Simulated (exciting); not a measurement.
Consider CdSe (Cadmoselite), space group P6_3mc.

```xyz
4
Lattice="4.3000 0.0000 0.0000 -2.1500 3.7239 0.0000 0.0000 0.0000 7.0200" Properties=species:S:1:pos:R:3 pbc="T T T"
Cd    2.1500    1.2413    3.5100
Cd    0.0000    2.4826    0.0000
Se    2.1500    1.2413    6.2127
Se    0.0000    2.4826    2.7027
```

Absorber: atom 1, with 3 Se at 2.61 Å and 1 Se at 2.70 Å (distorted tetrahedral, site symmetry 3m). Method: exciting, all-electron LAPW+lo, PBE, exchange and screened direct term (singlet BSE), 4×4×2 shifted k points, 38 conduction bands, |G+q| up to 3 bohr⁻¹ (2 in the exchange term), full RPA screening with nempty = 70, Lorentzian half width 1.25 eV.

The database entry behind the starting cell differs from later determinations by our own check (inner coordinate of an old entry), so it need not match the best structure at ambient conditions.

Q: What does the Cd L₃ spectrum look like, and is there a bound core exciton?

Bound core exciton? Undecided on this mesh: the first bright state (over 5 % of the brightest) lies at 0.69 eV from the Kohn–Sham onset and at -0.62 eV from the lowest bare transition of its own mesh. Maxima (height): 4.0 eV (0.75), 10.4 eV (0.94) and 17.8 eV (1.00).

Energy from the Kohn–Sham onset, core level to the lowest empty state found on the meshes used; Im ε in relative units:

| E (eV) | Im ε |
| --- | --- |
| -8.0 | 0.03 |
| -7.5 | 0.03 |
| -7.0 | 0.03 |
| -6.5 | 0.04 |
| -6.0 | 0.04 |
| -5.5 | 0.04 |
| -5.0 | 0.05 |
| -4.5 | 0.05 |
| -4.0 | 0.06 |
| -3.5 | 0.06 |
| -3.0 | 0.07 |
| -2.5 | 0.08 |
| -2.0 | 0.10 |
| -1.5 | 0.12 |
| -1.0 | 0.15 |
| -0.5 | 0.19 |
| 0.0 | 0.24 |
| 0.5 | 0.32 |
| 1.0 | 0.40 |
| 1.5 | 0.47 |
| 2.0 | 0.55 |
| 2.5 | 0.61 |
| 3.0 | 0.67 |
| 3.5 | 0.73 |
| 4.0 | 0.75 |
| 4.5 | 0.74 |
| 5.0 | 0.73 |
| 5.5 | 0.74 |
| 6.0 | 0.75 |
| 6.5 | 0.77 |
| 7.0 | 0.80 |
| 7.5 | 0.84 |
| 8.0 | 0.88 |
| 8.5 | 0.88 |
| 9.0 | 0.88 |
| 9.5 | 0.90 |
| 10.0 | 0.93 |
| 10.5 | 0.94 |
| 11.0 | 0.93 |
| 11.5 | 0.92 |
| 12.0 | 0.89 |
| 12.5 | 0.87 |
| 13.0 | 0.85 |
| 13.5 | 0.85 |
| 14.0 | 0.86 |
| 14.5 | 0.88 |
| 15.0 | 0.89 |
| 15.5 | 0.91 |
| 16.0 | 0.92 |
| 16.5 | 0.94 |
| 17.0 | 0.97 |
| 17.5 | 1.00 |
| 18.0 | 1.00 |
| 18.5 | 0.97 |
| 19.0 | 0.94 |
| 19.5 | 0.90 |
| 20.0 | 0.87 |
| 20.5 | 0.85 |

With 32 k points the binding energies are rough, and fine structure above the first lines is partly noise of the mesh. Exchange and the short-range direct term aren't converged in the kernel cutoff. The zero comes from the unshifted 4×4×2 ground-state mesh; it is exact only where the band minimum lies on that mesh. The conduction states carry no spin here, so the exchange coupling to the spinor core hole is only partly held. This core level is treated alone, with no coupling to its spin–orbit partner. The Kohn–Sham onset, 3467 eV, is no photon energy (tabulated edge of the element: 3538 eV): the scale needs a rigid shift. Bands and screening come from semilocal DFT, whose small gap overscreens. Vibrations and energy-dependent lifetimes are left out. The structure is a published determination, not relaxed.

[Banner, clock and machine lines of the logs are left out without a mark of their own.]

[Logs are printed without paths, hosts, clocks, repeated set-up lines and the standing remarks that a program may print on its own settings, such as how far it seeks lower states.]

[Hosts, paths, dates, database ids (printed as entryN), source tags and the programs' standing remarks are cut or masked in the printed files.]
